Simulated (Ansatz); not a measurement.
# Mo2CO2 monolayer: a soft mode frozen in, part 2 of 3

Which phase does Mo2CO2 monolayer fall into along its unstable mode, and how much energy does it gain?

Ansatz 0.2.0; DFT PBE, scalar-relativistic, plane waves, PAW; PAW set soft_1.

So far, highest frequency on the path or at a solved wavevector (cm⁻¹): step 2 (response at finite wavevector) 742. Also lowest frequency on the path (cm⁻¹): step 2 -144.

### 6. Relaxation from the frozen mode

Starting from the lowest point found, all atoms and the cell are let go, so that strain and other modes of the same symmetry can join in.

input.yaml

```yaml
crystal:
  lattice:
    - [3.0933938177, 0.0, 0.0]
    - [0.0, 5.3579152601, 0.0]
    - [0.0, 0.0, 32.6]
  atoms:
    - { symbol: C, position: [0.0, -0.0038688807, 0.3043782904] }
    - { symbol: C, position: [0.5, 0.5038688807, 0.3091186422] }
    - { symbol: Mo, position: [0.0, 0.3210707078, 0.3409248653] }
    - { symbol: Mo, position: [0.5, 0.8455959588, 0.3410635274] }
    - { symbol: Mo, position: [0.5, 0.1789292922, 0.2725720673] }
    - { symbol: Mo, position: [1.0, 0.6544040412, 0.2724334052] }
    - { symbol: O, position: [0.5, 0.1638369984, 0.3768846211] }
    - { symbol: O, position: [1.0, 0.669496335, 0.3736768468] }
    - { symbol: O, position: [0.0, 0.3361630016, 0.2366123115] }
    - { symbol: O, position: [0.5, 0.830503665, 0.2398200858] }
  periodic: [true, true, false]
kpoints:
  mp_grid: { grid: [12, 8, 1] }
hamiltonian:
  xc: pbe
  pseudopotentials: { kind: paw, azcp: { folder: soft_1 } }
scf:
  occupations: { method: methfessel_paxton, width: 0.2 }
output:
  forces: true
  stress: true
  eigenvalues: true
  write_density: true
  write_potential: true
  elf: true
  volumetric_format: npy
relax:
  adjacent_minimum: "off"
  f_tol: 0.002
  max_steps: 120
  cell: { stress_2d_tol: 0.005 }
```

Run with:

```bash
$ ansatz run input.yaml --threads 4 --pin off --max-ram 16384MiB --backend cpu --events-out ev --progress --plain --runs-dir out
```

Numbers of over 12 decimals in the logs are rounded to 6 here.

The log of the run:

```text
[...]
Crystal: 10 atoms, lattice volume = 540.317 Å³
Basis set: ecut = 420 eV, 10567 PW (Γ), exchange–correlation on 48×72×450 points (8 copies of the dense FFT grid, shifted against one another)
Bands: 54, of which v1, the nominal top of the filled ones, is band 44 counted from 1 (43 counted from 0)
Symmetry: 4 space group operations
[...]
k-points: 35 of 96
[...]
SCF iter   1: F=—  HF=-22614.596595 eV  |F-HF|=—  |Δ(HF+E_count)|=         —  Δρ=1.07e-1  dr2=7.82e1  ethr=3.10e-3  ⟨swp⟩=11.5  Hψ=12643  notcnv=0
[...]
SCF iter  14: F=-22594.946680 eV  HF=-22594.946680 eV  |F-HF|=1.68e-9  |Δ(HF+E_count)|=   3.79e-9  S|Δr|=    0.00e0  Δρ=1.61e-7  dr2=1.16e-10  ethr=2.94e-12  ⟨swp⟩=11.8  Hψ=17455  notcnv=0
SCF 1 converged in 14 iterations: F = -22594.946680 eV  dr2 = 1.16e-10
[...]
relax step   1: F+E_penalty+E_count = -22594.94667989 eV  Δ(F+E_penalty+E_count) = +0.000e0 eV  max|allowed force component| = 2.188e-1 eV/Å  Δτ_max = 0.0000 Å  P = -0.471 N/m  Ω = 540.317 Å³  fix = [c, alpha, beta]  reactions: c +0.000 N/m; alpha +0.000 N/m/rad  (14 SCF iters, dr2 threshold 1.00e-7 eV, accepted)
Crystal: 10 atoms, lattice volume = 535.316 Å³
Basis set: ecut = 420 eV, 10415 PW (Γ), exchange–correlation on 48×72×450 points (8 copies of the dense FFT grid, shifted against one another)
[...]
iter 1 solved again at ethr=1.46e-5 eV; its pass at ethr=3.10e-3 eV (dr2=1.28e-2 eV) is discarded
[...]
SCF iter   5: F=-22594.954993 eV  HF=-22594.954992 eV  |F-HF|=8.37e-7  |Δ(HF+E_count)|=   4.93e-7  S|Δr|=    0.00e0  Δρ=1.28e-5  dr2=6.18e-7  ethr=1.14e-9  ⟨swp⟩=23.0  Hψ=28953  notcnv=0
SCF 2 converged in 5 iterations: F = -22594.954993 eV  dr2 = 6.18e-7
relax step   2: F+E_penalty+E_count = -22594.95499295 eV  Δ(F+E_penalty+E_count) = -8.313e-3 eV  max|allowed force component| = 1.645e-1 eV/Å  Δτ_max = 0.0292 Å  P = +0.250 N/m  Ω = 535.316 Å³  energy of the carried Pulay correction = +2.115e-3 eV  fix = [c, alpha, beta]  reactions: c +0.000 N/m; alpha +0.000 N/m/rad  (5 SCF iters, dr2 threshold 1.00e-6 eV, accepted)
Crystal: 10 atoms, lattice volume = 536.903 Å³
Basis set: ecut = 420 eV, 10459 PW (Γ), exchange–correlation on 48×72×450 points (8 copies of the dense FFT grid, shifted against one another)
[...]
SCF iter   5: F=-22594.961528 eV  HF=-22594.961528 eV  |F-HF|=2.04e-7  |Δ(HF+E_count)|=   2.50e-7  S|Δr|=    0.00e0  Δρ=7.21e-6  dr2=1.92e-7  ethr=1.14e-9  ⟨swp⟩=23.5  Hψ=26483  notcnv=0
SCF 3 converged in 5 iterations: F = -22594.961528 eV  dr2 = 1.92e-7
  Residual-converged pass: ⟨swp⟩=1.0  Hψ=2031  notcnv=0  max |occ|·‖R‖ = 7.1e-9 eV (tolerance 1.0e-8 eV)  dr2=1.92e-7  dr2_onsite=5.14e-9  max |Δocc| = 3.7e-11
relax step   3: F+E_penalty+E_count = -22594.96152818 eV  Δ(F+E_penalty+E_count) = -6.535e-3 eV  max|allowed force component| = 1.090e-1 eV/Å  Δτ_max = 0.0155 Å  P = +0.062 N/m  Ω = 536.903 Å³  energy of the carried Pulay correction = +1.442e-3 eV  fix = [c, alpha, beta]  reactions: c +0.000 N/m; alpha +0.000 N/m/rad  (5 SCF iters, dr2 threshold 1.00e-6 eV, accepted)
[... from here on, the SCF cycles and remarks between the steps are left out ...]
relax step   4: F+E_penalty+E_count = -22594.96862023 eV  Δ(F+E_penalty+E_count) = -7.092e-3 eV  max|allowed force component| = 6.885e-2 eV/Å  Δτ_max = 0.0243 Å  P = -0.283 N/m  Ω = 536.666 Å³  energy of the carried Pulay correction = +1.542e-3 eV  fix = [c, alpha, beta]  reactions: c +0.000 N/m; alpha -0.000 N/m/rad  (6 SCF iters, dr2 threshold 7.42e-7 eV, accepted)
relax step   5: F+E_penalty+E_count = -22594.97359973 eV  Δ(F+E_penalty+E_count) = -4.979e-3 eV  max|allowed force component| = 8.786e-2 eV/Å  Δτ_max = 0.0215 Å  P = -0.172 N/m  Ω = 534.928 Å³  energy of the carried Pulay correction = +2.280e-3 eV  fix = [c, alpha, beta]  reactions: c -0.000 N/m; alpha -0.000 N/m/rad  (6 SCF iters, dr2 threshold 2.96e-7 eV, accepted)
relax step   6: F+E_penalty+E_count = -22594.97543196 eV  Δ(F+E_penalty+E_count) = -1.832e-3 eV  max|allowed force component| = 3.100e-2 eV/Å  Δτ_max = 0.0089 Å  P = -0.063 N/m  Ω = 533.911 Å³  energy of the carried Pulay correction = +2.713e-3 eV  fix = [c, alpha, beta]  reactions: c +0.000 N/m; alpha -0.000 N/m/rad  (5 SCF iters, dr2 threshold 4.82e-7 eV, accepted)
relax step   7: F+E_penalty+E_count = -22594.97606728 eV  Δ(F+E_penalty+E_count) = -6.353e-4 eV  max|allowed force component| = 5.988e-3 eV/Å  Δτ_max = 0.0064 Å  P = -0.018 N/m  Ω = 533.162 Å³  energy of the carried Pulay correction = +3.032e-3 eV  fix = [c, alpha, beta]  reactions: c +0.000 N/m; alpha -0.000 N/m/rad  (5 SCF iters, dr2 threshold 6.01e-8 eV, accepted)
relax step   8: F+E_penalty+E_count = -22594.97635401 eV  Δ(F+E_penalty+E_count) = -2.867e-4 eV  max|allowed force component| = 7.189e-3 eV/Å  Δτ_max = 0.0050 Å  P = +0.009 N/m  Ω = 532.615 Å³  energy of the carried Pulay correction = +3.266e-3 eV  fix = [c, alpha, beta]  reactions: c -0.000 N/m; alpha -0.000 N/m/rad  (6 SCF iters, dr2 threshold 2.24e-9 eV, accepted)
relax step   9: F+E_penalty+E_count = -22594.97641868 eV  Δ(F+E_penalty+E_count) = -6.468e-5 eV  max|allowed force component| = 3.963e-3 eV/Å  Δτ_max = 0.0019 Å  P = -0.016 N/m  Ω = 532.487 Å³  energy of the carried Pulay correction = +3.320e-3 eV  fix = [c, alpha, beta]  reactions: c -0.000 N/m; alpha -0.000 N/m/rad  (5 SCF iters, dr2 threshold 3.23e-9 eV, accepted)
relax step  10: F+E_penalty+E_count = -22594.97648157 eV  Δ(F+E_penalty+E_count) = -6.288e-5 eV  max|allowed force component| = 2.368e-3 eV/Å  Δτ_max = 0.0012 Å  P = -0.010 N/m  Ω = 532.353 Å³  energy of the carried Pulay correction = +3.378e-3 eV  fix = [c, alpha, beta]  reactions: c +0.000 N/m; alpha -0.000 N/m/rad  (6 SCF iters, dr2 threshold 9.81e-10 eV, accepted)
relax step  11: F+E_penalty+E_count = -22594.97657125 eV  Δ(F+E_penalty+E_count) = -8.969e-5 eV  max|allowed force component| = 2.315e-3 eV/Å  Δτ_max = 0.0017 Å  P = -0.000 N/m  Ω = 532.153 Å³  energy of the carried Pulay correction = +3.463e-3 eV  fix = [c, alpha, beta]  reactions: c -0.000 N/m; alpha +0.000 N/m/rad  (6 SCF iters, dr2 threshold 3.50e-10 eV, accepted)
[...]
relax step  24: F+E_penalty+E_count = -22595.15470397 eV  Δ(F+E_penalty+E_count) = -4.534e-4 eV  max|allowed force component| = 2.282e-2 eV/Å  Δτ_max = 0.0029 Å  P = +0.029 N/m  Ω = 502.208 Å³  energy of the carried Pulay correction = +1.663e-2 eV  fix = [c, alpha, beta]  reactions: c -0.000 N/m; alpha +0.000 N/m/rad  (5 SCF iters, dr2 threshold 1.78e-7 eV, accepted)
relax step  25: F+E_penalty+E_count = -22595.15467269 eV  Δ(F+E_penalty+E_count) = +3.128e-5 eV  max|allowed force component| = 2.142e-2 eV/Å  Δτ_max = 0.0033 Å  P = +0.017 N/m  Ω = 502.178 Å³  energy of the carried Pulay correction = +1.664e-2 eV  fix = [c, alpha, beta]  (6 SCF iters, dr2 threshold 3.26e-8 eV, rejected (line search))
relax step  26: F+E_penalty+E_count = -22595.15481725 eV  Δ(F+E_penalty+E_count) = -1.133e-4 eV  max|allowed force component| = 6.795e-3 eV/Å  Δτ_max = 0.0016 Å  P = +0.032 N/m  Ω = 502.235 Å³  energy of the carried Pulay correction = +1.662e-2 eV  fix = [c, alpha, beta]  reactions: c -0.000 N/m; alpha +0.000 N/m/rad  (11 SCF iters, accepted)
relax step  27: F+E_penalty+E_count = -22595.15477895 eV  Δ(F+E_penalty+E_count) = +3.831e-5 eV  max|allowed force component| = 3.553e-3 eV/Å  Δτ_max = 0.0015 Å  P = -0.025 N/m  Ω = 502.355 Å³  energy of the carried Pulay correction = +1.656e-2 eV  fix = [c, alpha, beta]  reactions: c -0.000 N/m; alpha -0.000 N/m/rad  (7 SCF iters, dr2 threshold 2.89e-9 eV, accepted)
relax step  28: F+E_penalty+E_count = -22595.15480569 eV  Δ(F+E_penalty+E_count) = -2.674e-5 eV  max|allowed force component| = 8.944e-4 eV/Å  Δτ_max = 0.0001 Å  P = +0.005 N/m  Ω = 502.300 Å³  energy of the carried Pulay correction = +1.659e-2 eV  fix = [c, alpha, beta]  reactions: c +0.000 N/m; alpha +0.000 N/m/rad  (5 SCF iters, dr2 threshold 9.04e-10 eV, accepted)
relax step  29: F+E_penalty+E_count = -22595.15480216 eV  Δ(F+E_penalty+E_count) = +3.532e-6 eV  max|allowed force component| = 1.672e-4 eV/Å  Δτ_max = 0.0001 Å  P = +0.000 N/m  Ω = 502.308 Å³  energy of the carried Pulay correction = +1.659e-2 eV  fix = [c, alpha, beta]  reactions: c +0.000 N/m; alpha +0.000 N/m/rad  (6 SCF iters, dr2 threshold 5.21e-11 eV, accepted)
relax step  30: F+E_penalty+E_count = -22595.14440564 eV  Δ(F+E_penalty+E_count) = +1.040e-2 eV  max|allowed force component| = 6.940e-4 eV/Å  Δτ_max = 0.0000 Å  P = -0.149 N/m  Ω = 502.308 Å³  fix = [c, alpha, beta]  reactions: c -0.000 N/m; alpha -0.000 N/m/rad  stress off target by 1.57e-1 N/m on what of the cell is left free  SCF on the basis re-selected at this cell (its energy is not comparable with the rows above)  (10 SCF iters)
relax step  31: F+E_penalty+E_count = -22595.14468080 eV  Δ(F+E_penalty+E_count) = -2.752e-4 eV  max|allowed force component| = 2.949e-3 eV/Å  Δτ_max = 0.0017 Å  P = +0.014 N/m  Ω = 501.823 Å³  energy of the carried Pulay correction = +2.166e-4 eV  fix = [c, alpha, beta]  reactions: c +0.000 N/m; alpha +0.000 N/m/rad  (6 SCF iters, dr2 threshold 2.90e-8 eV, accepted)
relax step  32: F+E_penalty+E_count = -22595.14465987 eV  Δ(F+E_penalty+E_count) = +2.094e-5 eV  max|allowed force component| = 9.633e-4 eV/Å  Δτ_max = 0.0006 Å  P = +0.004 N/m  Ω = 501.878 Å³  energy of the carried Pulay correction = +1.920e-4 eV  fix = [c, alpha, beta]  reactions: c -0.000 N/m; alpha +0.000 N/m/rad  (6 SCF iters, dr2 threshold 5.43e-10 eV, accepted)
relax step  33: F+E_penalty+E_count = -22595.14465808 eV  Δ(F+E_penalty+E_count) = +1.787e-6 eV  max|allowed force component| = 4.644e-4 eV/Å  Δτ_max = 0.0001 Å  P = -0.001 N/m  Ω = 501.882 Å³  energy of the carried Pulay correction = +1.900e-4 eV  fix = [c, alpha, beta]  reactions: c -0.000 N/m; alpha -0.000 N/m/rad  (6 SCF iters, dr2 threshold 3.10e-11 eV, accepted)
[...]
SCF iter   1: F=—  HF=-22595.144455 eV  |F-HF|=—  |Δ(HF+E_count)|=         —  Δρ=3.23e-6  dr2=1.68e-8  ethr=2.77e-7  ⟨swp⟩=7.2  Hψ=23236  notcnv=0
eigensolver tolerance schedule: the retry pair's looser diagonalisation over-reported the residual by 14470.20 of it (diagonalisation noise at an unbounded share of the residual, at the tolerance the schedule requests for it); recorded, not acted on — ethr = c·dr2/N_el stays at c = 1.0e-1
SCF iter   2: F=—  HF=-22595.144441 eV  |F-HF|=—  |Δ(HF+E_count)|=   1.45e-5  S|Δr|=    0.00e0  Δρ=2.36e-6  dr2=3.69e-8  ethr=1.91e-11  ⟨swp⟩=7.0  Hψ=9526  notcnv=0
[...]
SCF iter   8: F=-22595.144441 eV  HF=-22595.144441 eV  |F-HF|=6.18e-11  |Δ(HF+E_count)|=  1.13e-10  S|Δr|=    0.00e0  Δρ=5.69e-9  dr2=2.57e-13  ethr=1.00e-12  ⟨swp⟩=13.5  Hψ=12034  notcnv=0
SCF 34 converged in 8 iterations: F = -22595.144441 eV  dr2 = 2.57e-13
relax step  34: F+E_penalty+E_count = -22595.14444054 eV  Δ(F+E_penalty+E_count) = +2.175e-4 eV  max|allowed force component| = 4.571e-4 eV/Å  Δτ_max = 0.0000 Å  P = -0.003 N/m  Ω = 501.882 Å³  fix = [c, alpha, beta]  reactions: c +0.000 N/m; alpha -0.000 N/m/rad  stress off target by 4.50e-3 N/m on what of the cell is left free  SCF on the basis re-selected at this cell (its energy is not comparable with the rows above)  (8 SCF iters)
[...]
SCF converged after 8 iterations
[...]
Free energy (F): -22595.144441 eV
[...]
Internal energy: -22595.160958 eV  (E = F + TS)
E sigma→0 (E₀):  -22595.148570 eV
Entropy (-TS):   0.016517 eV (1.652 meV/atom)
Fermi energy:    -6.877027 eV
Step filling:    the computed levels leave a gap of 0.0097 eV = 0.0 smearing widths at the electron count; against every level under it full and every level over it empty, smearing changes F+E_penalty+E_count by +2.008 meV and its σ→0 estimate by -2.121 meV
[...]
--- Forces (eV/Å), atoms counted from 1 ---
  atom   1  C      0.00000000     0.00022774     0.00028589
  atom   2  C      0.00000000    -0.00022774    -0.00028589
  atom   3  Mo     0.00000000    -0.00015473    -0.00003154
  atom   4  Mo     0.00000000    -0.00007188    -0.00045711
  atom   5  Mo     0.00000000     0.00015473     0.00003154
  atom   6  Mo     0.00000000     0.00007188     0.00045711
  atom   7  O      0.00000000     0.00007239     0.00004327
  atom   8  O      0.00000000    -0.00007951     0.00005437
  atom   9  O      0.00000000    -0.00007239    -0.00004327
  atom  10  O      0.00000000     0.00007951    -0.00005437
  max |Σ_I F_I| component: 4.07e-20 eV/Å
--- 2D stress c σ (N/m, compression-positive) ---
       -0.001608       0.000000       0.000000
        0.000000      -0.004498       0.000000
        0.000000       0.000000      -0.000000
  P = ½ c Tr σ = -0.0031 N/m
--- Band table (eV; the first three rows and the last of 35) ---
  k-point 0: bands = [... 40 lower, -8.1225, -7.8384, -7.4471, -7.1296, -6.8022, -6.3123, -5.6826, -5.4368, ... 6 higher]
  k-point 1: bands = [... 40 lower, -8.2334, -7.7064, -7.4500, -7.1422, -6.7339, -6.3827, -5.8016, -5.6051, ... 6 higher]
  k-point 2: bands = [... 40 lower, -8.3718, -7.6421, -7.4742, -7.1418, -6.6658, -6.4575, -6.2423, -5.4651, ... 6 higher]
  k-point 34: bands = [... 40 lower, -8.3421, -8.3421, -7.2474, -7.2474, -5.3575, -5.3575, -4.9047, -4.9047, ... 6 higher]
--- Relaxed structure (32 steps of the walk, 29 accepted, 2 SCFs on fresh bases) ---
  F+E_penalty+E_count = -22595.14444054 eV   max|allowed force component| = 4.571e-4 eV/Å   (the final SCF, on the basis selected at the relaxed cell)
  cell:  # Å, volume = 501.8822 Å³
    - [2.998297, 0.0, 0.0]
    - [0.0, 5.134634, 0]
    - [0.0, 0, 32.6]
  atoms:
    - { symbol: C, position: [0, -0.00359253, 0.303835] }
    - { symbol: C, position: [0.5, 0.503593, 0.309662] }
    - { symbol: Mo, position: [0, 0.319269, 0.348298] }
    - { symbol: Mo, position: [0.5, 0.893397, 0.345219] }
    - { symbol: Mo, position: [0.5, 0.180731, 0.265199] }
    - { symbol: Mo, position: [1.0, 0.606603, 0.268278] }
    - { symbol: O, position: [0.5, 0.204656, 0.387137] }
    - { symbol: O, position: [1.0, 0.689247, 0.375801] }
    - { symbol: O, position: [0, 0.295344, 0.226360] }
    - { symbol: O, position: [0.5, 0.810753, 0.237696] }
```

Elapsed: 17 min, on 4 threads of Arm Neoverse V1, shared host; peak memory 1.5 GiB; 69 min of CPU time.

Step by step (22 of 34):

| step | energy less that of the first step (eV) | largest force component (eV/Å) | volume (Å³) |
| --- | --- | --- | --- |
| 1 | 0.0000 | 0.2188 | 540.32 |
| 3 | -0.0148 | 0.1090 | 536.90 |
| 4 | -0.0219 | 0.0689 | 536.67 |
| 6 | -0.0288 | 0.0310 | 533.91 |
| 7 | -0.0294 | 0.0060 | 533.16 |
| 9 | -0.0297 | 0.0040 | 532.49 |
| 10 | -0.0298 | 0.0024 | 532.35 |
| 12 | -0.0300 | 0.0015 | 531.99 |
| 14 | -0.0305 | 0.0050 | 530.84 |
| 15 | -0.0386 | 0.2759 | 519.48 |
| 17 | -0.0724 | 0.3714 | 513.84 |
| 18 | -0.1182 | 0.5751 | 504.92 |
| 20 | -0.1719 | 0.5053 | 506.04 |
| 21 | -0.2027 | 0.1857 | 501.69 |
| 23 | -0.2076 | 0.0533 | 502.24 |
| 25 | -0.2080 | 0.0214 | 502.18 |
| 26 | -0.2081 | 0.0068 | 502.24 |
| 28 | -0.2081 | 0.0009 | 502.30 |
| 29 | -0.2081 | 0.0002 | 502.31 |
| 31 | -0.1980 | 0.0029 | 501.82 |
| 32 | -0.1980 | 0.0010 | 501.88 |
| 34* | -0.1978 | 0.0005 | 501.88 |

Relaxation steps marked * repeat the geometry before them on a plane-wave basis chosen anew for their cell, so energy and pressure can jump there. Other such steps can lie between the rows shown. Relaxation steps 16, 19, 25 were tried and not accepted.

Forces are held to the 4 operations that the run works with; a distortion that breaks them can't arise in this run.

| cell as run | before | after | change |
| --- | --- | --- | --- |
| a (Å) | 3.093 | 2.998 | -3.1 % |
| b (Å) | 5.358 | 5.135 | -4.2 % |

The atoms that moved most (Å, along periodic axes as changes of fractional coordinates times the final cell, across vacuum about the mean position):

| atom | dx | dy | dz | length |
| --- | --- | --- | --- | --- |
| O9 | 0.000 | -0.210 | -0.334 | 0.395 |
| O7 | 0.000 | 0.210 | 0.334 | 0.395 |
| Mo6 | 0.000 | -0.245 | -0.135 | 0.280 |
| Mo4 | 0.000 | 0.245 | 0.135 | 0.280 |
| Mo3 | 0.000 | -0.009 | 0.240 | 0.241 |
| Mo5 | 0.000 | 0.009 | -0.240 | 0.241 |
| O8 | 0.000 | 0.101 | 0.069 | 0.123 |
| O10 | 0.000 | -0.101 | -0.069 | 0.123 |

Final coordinates:

```xyz
10
Lattice="2.9983 0.0000 0.0000 0.0000 5.1346 0.0000 0.0000 0.0000 32.6000" Properties=species:S:1:pos:R:3
C     0.0000   -0.0184    9.9050
C     1.4991    2.5858   10.0950
Mo    0.0000    1.6393   11.3545
Mo    1.4991    4.5873   11.2541
Mo    1.4991    0.9280    8.6455
Mo    2.9983    3.1147    8.7459
O     1.4991    1.0508   12.6207
O     2.9983    3.5390   12.2511
O     0.0000    1.5165    7.3793
O     1.4991    4.1629    7.7489
```

This step gave:

```
area per atom : 1.54 Å²
```

Electrostatic potential energy in the bc plane at fractional x = 0.000, with atoms of C and Mo and O within 0.2 Å of it. With pseudopotentials it is smooth inside the atoms' cores, unlike the true potential.

Values in eV, 24 rows by 14 columns, each cell a mean:
```
  0   0   0   0   0   0   0   0   0   0   0   0   0   0
  0   0   0   0   0   0   0   0   0   0   0   0   0   0
  0   0   0   0   0   0   0   0   0   0   0   0   0   0
  0   0   0   0   0   0   0   0   0   0   0   0   0   0
  0   0   0   0   0   0   0   0   0   0   0   0   0   0
  0   0   0   0   0   0   0   0   0   0   0   0   0   0
  0   0   0   0   0   0   0   0   0   0   0   0   0   0
  0   0   0   0   0   0   0   0   0   0   0   0   0   0
  0   0   0   0   0   0   0   0   0   0   0   0   0   0
  0   0   0   0   0   0   0   0   0   0   0   0   0   0
  0   0   0   0   0   0   0   0   0   0   0   0   0   0
  0   0   0   0   0   0   0   0   0   0   0   0   0   0
  0   0   0   0   0   0   0   0   0   0   0   0   0   0
  0   0   0   0   0   0   0   0   0   0   0   0   0   0
 -2  -3  -5  -8 -10  -9  -6  -4 -16 -25 -24 -13  -3  -2
 -8 -12 -30 -45 -46 -46 -41 -17 -15 -20 -20 -13  -8  -8
-39 -29 -14 -15 -18 -17 -14 -14 -15 -14 -10  -9 -19 -37
-11  -9  -8  -9  -9 -12 -30 -45 -46 -46 -40 -19  -9  -9
 -2  -3 -13 -35 -41 -32 -11 -10 -13 -12  -8  -4  -3  -2
  0   0   0  -1  -1  -1   0   0   0   0   0   0   0   0
  0   0   0   0   0   0   0   0   0   0   0   0   0   0
  0   0   0   0   0   0   0   0   0   0   0   0   0   0
  0   0   0   0   0   0   0   0   0   0   0   0   0   0
  0   0   0   0   0   0   0   0   0   0   0   0   0   0
```
Columns run along b (5.1 Å; values clipped at the 3rd and 97th percentile), rows up along c (32.6 Å). Atoms in or near the plane, at fractional coordinates: C at (0.00, 0.30), Mo at (0.32, 0.35), Mo at (0.61, 0.27), O at (0.69, 0.38), O at (0.30, 0.23).

[end of part 2 of 3]

[Logs are printed without paths, hosts, clocks, repeated set-up lines and the standing remarks that a program may print on its own settings, such as how far it seeks lower states.]

[Hosts, paths, dates, database ids (printed as entryN), source tags and the programs' standing remarks are cut or masked in the printed files.]
